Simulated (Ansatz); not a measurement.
# TaN (P-6m2) under biaxial strain in the (0001) plane, that of a and b, part 2 of 2

Wanted: the shifts of the zone-centre modes of TaN (P-6m2) with strain.

Ansatz 0.2.0; DFT LDA, scalar-relativistic, plane waves, PAW; PAW set soft_1.

So far, highest optical mode at the zone centre (no LO-TO term) (cm⁻¹): step 5 (modes at rest) 568; step 7 (strain 4 %) 514.

## 8. A member of the series: biaxial strain of -4 % in the (0001) plane, that of a and b

The cell takes a biaxial strain of -4 % in the (0001) plane, that of a and b. The strained lengths are held, while the rest of the cell and the atoms relax.

input.yaml

```yaml
crystal:
  lattice:
    - [2.7902480862, 0.0, 0.0]
    - [-1.3951240431, 2.4164257255, 0.0]
    - [0.0, 0.0, 2.8879193605]
  atoms:
    - { symbol: "N", position: [0.6666666667, 0.3333333333, 0.0] }
    - { symbol: Ta, position: [0.0, 0.0, 0.5] }
kpoints:
  mp_grid: { grid: [18, 18, 16] }
hamiltonian:
  xc: lda
  pseudopotentials: { kind: paw, azcp: { folder: soft_1 }, xc_functional: pbe }
scf:
  occupations: { method: methfessel_paxton, width: 0.2 }
output:
  forces: true
  stress: true
  eigenvalues: true
relax:
  adjacent_minimum: "off"
  f_tol: 0.001
  max_steps: 60
  cell: { stress_tol: 0.01, fix: [a, b, gamma] }
```

Run with:

```sh
> ansatz run input.yaml --threads 4 --pin off --max-ram 10240MiB --backend cpu --events-out ev --progress --plain --runs-dir out
```

Numbers of over 12 decimals in the logs are rounded to 6 here.

What it wrote:

```text
[...]
Crystal: 2 atoms, lattice volume = 19.472 Å³
Basis set: ecut = 420 eV, 393 PW (Γ)
Bands: 13, of which v1, the nominal top of the filled ones, is band 9 counted from 1 (8 counted from 0)
Symmetry: 12 space group operations
[...]
k-points: 333 of 5184 (time reversal used)
[...]
k-point 332: bands = [... 5 lower, 13.0796, 15.3210, 17.9962, 21.5794, 27.5209, 27.6345, 29.1523, 30.1983]
--- Relaxed structure (5 steps of the walk, 5 accepted, 2 SCFs on fresh bases) ---
[...]
cell:  # Å, volume = 19.5629 Å³
    - [2.790248, 0, 0]
    - [-1.395124, 2.416426, 0]
    - [0, 0, 2.901462]
  atoms:
    - { symbol: N, position: [0.666667, 0.333333, 0.0] }
    - { symbol: Ta, position: [-3.700743415524895e-17, 0, 0.5] }
[key lines of the parts left out:]
SCF converged after 4 iterations
Free energy (F): -10059.837049 eV
Fermi energy:    21.891426 eV
P = ⅓ Tr σ = 26.7979 GPa (267.979 kbar)
```

Wall time 13 s (4 threads of Arm Neoverse V2, shared host); peak memory 0.41 GiB.

The steps of the relaxation:

```tsv
step	energy less that of the first step (eV)	largest force component (eV/Å)	pressure (GPa)	volume (Å³)
1	0.0000	0.0000	29.20	19.47
2	-0.0006	0.0000	25.60	19.61
3	-0.0011	0.0000	26.78	19.56
4	-0.0011	0.0000	26.80	19.56
5*	-0.0013	0.0000	26.81	19.56
6	-0.0013	0.0000	26.80	19.56
7*	-0.0013	0.0000	26.80	19.56
```

Relaxation steps marked * repeat the geometry before them on a plane-wave basis chosen anew for their cell, so energy and pressure can jump there.

Forces are held to the 12 operations that the run works with; a distortion that breaks them can't arise in this run.

```tsv
conventional cell, symmetrised	before	after	change
a (Å)	2.790	2.790	+0.0 %
b (Å)	2.790	2.790	+0.0 %
c (Å)	2.888	2.901	+0.5 %
volume (Å³/atom)	9.74	9.78	+0.5 %
```

Final coordinates:

```xyz
2
Lattice="2.7902 0.0000 0.0000 -1.3951 2.4164 0.0000 0.0000 0.0000 2.9015" Properties=species:S:1:pos:R:3 pbc="T T T"
N     1.3951    0.8055    0.0000
Ta    0.0000    0.0000    1.4507
```

Numbers from this step:

| Quantity | Value |
| --- | --- |
| pressure | 26.80 GPa |
| volume per atom | 9.781 Å³ |

The forces vanish by symmetry.

## 9. Zone-centre modes of the member: biaxial strain of -4 % in the (0001) plane, that of a and b

The zone-centre modes follow for biaxial strain of -4 % in the (0001) plane, that of a and b.

input.yaml, the sections that differ from step 8:

```yaml
crystal:
  lattice:
    - [2.7902480862, 0.0, 0.0]
    - [-1.3951240431, 2.4164257255, 0.0]
    - [0.0, 0.0, 2.9014620936]
  atoms:
    - { symbol: "N", position: [0.6666666667, 0.3333333333, 0.0] }
    - { symbol: Ta, position: [0.0, 0.0, 0.5] }
output:
  eigenvalues: true
phonons:
  method: dfpt
# kpoints, hamiltonian, scf: as in step 8
# relax: removed
```

What it wrote:

```text
[...]
Crystal: 2 atoms, lattice volume = 19.563 Å³
Basis set: ecut = 420 eV, 393 PW (Γ), exchange–correlation on 40×40×40 points (8 copies of the dense FFT grid, shifted against one another)
Bands: 13, of which v1, the nominal top of the filled ones, is band 9 counted from 1 (8 counted from 0)
Symmetry: 12 space group operations
k-points: 819 of 5184 (irreducible under 4 space group operations, time reversal used)
[...]
k-point 2: bands = [... 5 lower, 16.1599, 17.6229, 17.6229, 19.4881, 24.3290, 24.3290, 26.0296, 27.1553]
  k-point 818: bands = [... 5 lower, 13.8777, 14.9462, 17.7336, 20.8109, 27.0184, 27.0714, 28.9337, 29.8369]
[...]
ASR residual: 3.713e-5 → 0.000e0 eV/Å²; symmetrization residual: 3.046e-6 eV/Å²
  ASR residual per site (eV/Å²): 3.71e-5 2.13e-5
  Γ frequencies (cm⁻¹): 0.00 0.00 0.00 583.84 583.84 609.08
[...]
[key lines of the parts left out:]
SCF converged after 8 iterations
Free energy (F): -10059.837050 eV
Fermi energy:    21.891426 eV
```

It took 19 s on 4 threads; peak memory 0.85 GiB.

This step gave:

```
sum-rule residual before enforcement                    : 3.71e-5 eV/Å²
highest optical mode at the zone centre (no LO-TO term) : 609.1 cm⁻¹
lowest optical zone-centre mode                         : 583.8 cm⁻¹
```

Patterns of degenerate modes are one choice out of their space. The modes at Γ (shares of kinetic energy by element, %):

```tsv
mode	frequency (cm⁻¹)	symmetry	N %	Ta %
1	0.0	acoustic	7	93
2	0.0	acoustic	7	93
3	0.0	acoustic	7	93
4	583.8	E'	93	7
5	583.8	E'	93	7
6	609.1	A2''	93	7
```

The lowest optical mode is real, 584 cm⁻¹, and the highest lies at 609.1 cm⁻¹.

For the highest optical mode at the zone centre (no LO-TO term), step 5 gave 568 cm⁻¹; this run, with strain -4 %, gives 609 cm⁻¹ (+7 %).

## 10. All members side by side

The members are set side by side, also those not shown above.

Stress is positive in compression; energies are extrapolated to zero smearing, and E0 is that at rest; the edges not held and the atoms are relaxed in each cell; all runs use 18×18×16 k points and Methfessel-Paxton smearing of 0.2 eV. State of the crystal along the series:

```tsv
strain (%)	in-plane stress (GPa)	free strain along c (%)	E - E0 (meV/atom)
-4	40.2	1.745	98.08
-3	29.04	1.27	53.99
-2	18.63	0.8216	23.49
-1	8.967	0.3978	5.748
0	-8.22e-4	0	0
1	-8.296	-0.3728	5.479
2	-15.94	-0.7216	21.48
3	-22.97	-1.048	47.27
4	-29.4	-1.352	82.18
```

Optical modes are counted from below at rest and tracked from member to member by their patterns, and modes that stay within 0.3 cm⁻¹ of each other stand once; labels, where given, are those at rest; the edges not held and the atoms are relaxed in each cell; all runs use 18×18×16 k points and Methfessel-Paxton smearing of 0.2 eV. Optical modes along the series:

```tsv
strain (%)	optical mode 1 E' (cm⁻¹)	optical mode 2 A2'' (cm⁻¹)
-4	583.8	609.1
-3	575.3	600.3
-2	565.6	590.5
-1	555.1	579.6
0	543.7	567.9
1	531.7	555.4
2	518.9	542.2
3	505.4	528.2
4	491.3	513.5
```

Value and slope at zero strain of a cubic (a lower polynomial where under five rows exist) through the rows within 2 % of rest. Slopes at rest:

```tsv
mode	frequency (cm⁻¹)	shift per percent of strain (cm⁻¹)	shift per GPa of compressive stress (cm⁻¹)
optical mode 1 E'	543.7	-11.71	1.36
optical mode 2 A2''	567.9	-12.09	1.4
```

## 11. What came out

```json
{
  "members": "9",
  "highest optical mode at the zone centre (no LO-TO term), at rest": "567.9 cm⁻¹",
  "biaxial modulus in the (0001) plane, that of a and b": "863 GPa",
  "optical mode 1 E', shift per percent": "-11.71 cm⁻¹",
  "optical mode 2 A2'', shift per percent": "-12.09 cm⁻¹"
}
```

**Reading.** The stress changes by 8.63 GPa for each percent, a biaxial modulus of 863 GPa in the (0001) plane, that of a and b. For each percent the free edge responds with -0.39 %. The fastest shift in the table of slopes is -12.1 cm⁻¹ for each percent (optical mode 2 A2''), or 1.4 cm⁻¹ for each GPa of compressive stress. For small strain, the measured shift of a line that Raman or infrared light can see, divided by its slope, estimates the stress, if the state of stress is of this kind. These are harmonic frequencies at zero temperature: anharmonic shifts, linewidths and thermal expansion are left out. Spin-orbit coupling is left out, which can matter for the heavy elements here. With no gap, or one that is small against the smearing, the frequencies hang on the k mesh and the smearing, most of all near Kohn anomalies. The PAW files were made for PBE; the program adapts parts of them to the functional of the run, but their partial waves stay those of PBE, an approximation that was not tested in this session. Only the zone centre was solved, so an instability at another wavevector cannot show here.

[Logs are printed without paths, hosts, clocks, repeated set-up lines and the standing remarks that a program may print on its own settings, such as how far it seeks lower states.]

[Hosts, paths, dates, database ids (printed as entryN), source tags and the programs' standing remarks are cut or masked in the printed files.]
